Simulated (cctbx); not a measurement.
## Which space group?

Cell: a = 3.7590 Å, b = 3.7590 Å, c = 7.8420 Å, α = 90.00°, β = 90.00°, γ = 90.00°. Expected content of the cell: Cd1 As2 Co6.

The data are simulated with cctbx, not measured: Mo Kα, λ = 0.71073 Å, to d = 0.84 Å, 70 % of the full sphere, strongest reflection 5000 counts, noise from counting, a 1.5 % proportional error and a noise floor of 15 counts (s.d.); no absorption.

Tests on the unmerged data give:

```text
558 reflections to d = 0.841 A
centring   violations  <I/sigma> of those
    A        147 of   278      6.8
    B        147 of   280      7.0
    C        134 of   294      5.9
    I        150 of   267      7.2
    R        202 of   365      7.9
    F        214 of   426      6.5
Laue class    unique    Rint  (classes that these axes allow; Friedel mates merged)
P -1              364   0.048
P 1 2/m 1         229   0.057
P 1 1 2/m         210   0.057
P 2/m 1 1         226   0.057
P m m m           142   0.062
P 4/m             111   0.063
P 4/m m m          85   0.065
space group    extra absences  I>4sigma  <I/sigma>
P 4 2 2                 0          0         -  acentric
P 4 21 2                5          0       1.5  acentric
P 4 m m                 0          0         -  acentric
P -4 2 m                0          0         -  acentric
P -4 21 m               5          0       1.5  acentric
P -4 m 2                0          0         -  acentric
P 4/m m m               0          0         -  centric
P 4/n m m :1           18          0       1.0  centric
P 4/n m m :2           18          0       1.0  centric
Wilson B = 0.50 A^2   <|E^2-1|> = 0.813 (0.968 centric, 0.736 acentric)   E^2>4: 1.2 %
shell (A)         n   <I/sigma>
 7.84 - 1.60     17     26.4
 1.60 - 1.27     11     25.4
 1.27 - 1.11     14     13.6
 1.11 - 1.01     11     20.8
 1.01 - 0.94      7     20.4
 0.94 - 0.88     12     13.9
 0.88 - 0.84     13     12.6
```

Q: Read the symmetry from these tables.

Every centring test has many violations, so the lattice is primitive.

Rint stays low (0.048 to 0.065) up to P 4/m m m, the highest class in these axes.

9 settings pass the absence test. The most absences obeyed, 18, belong to P 4/n m m alone.

⟨|E²−1|⟩ = 0.813 lies between the two ideal values. The Wilson B of 0.50 Å² means U ≈ 0.0063 Å².

The true group is P4/mmm (no. 123), Laue class 4/mmm, centrosymmetric. It passes the tests but isn't the first choice, because the arrangement of the atoms makes further classes of reflections very weak or absent.

This is a model crystal, built by substitution and not relaxed, with assumed displacement parameters.

[Logs are printed without paths, hosts, clocks, repeated set-up lines and the standing remarks that a program may print on its own settings, such as how far it seeks lower states.]
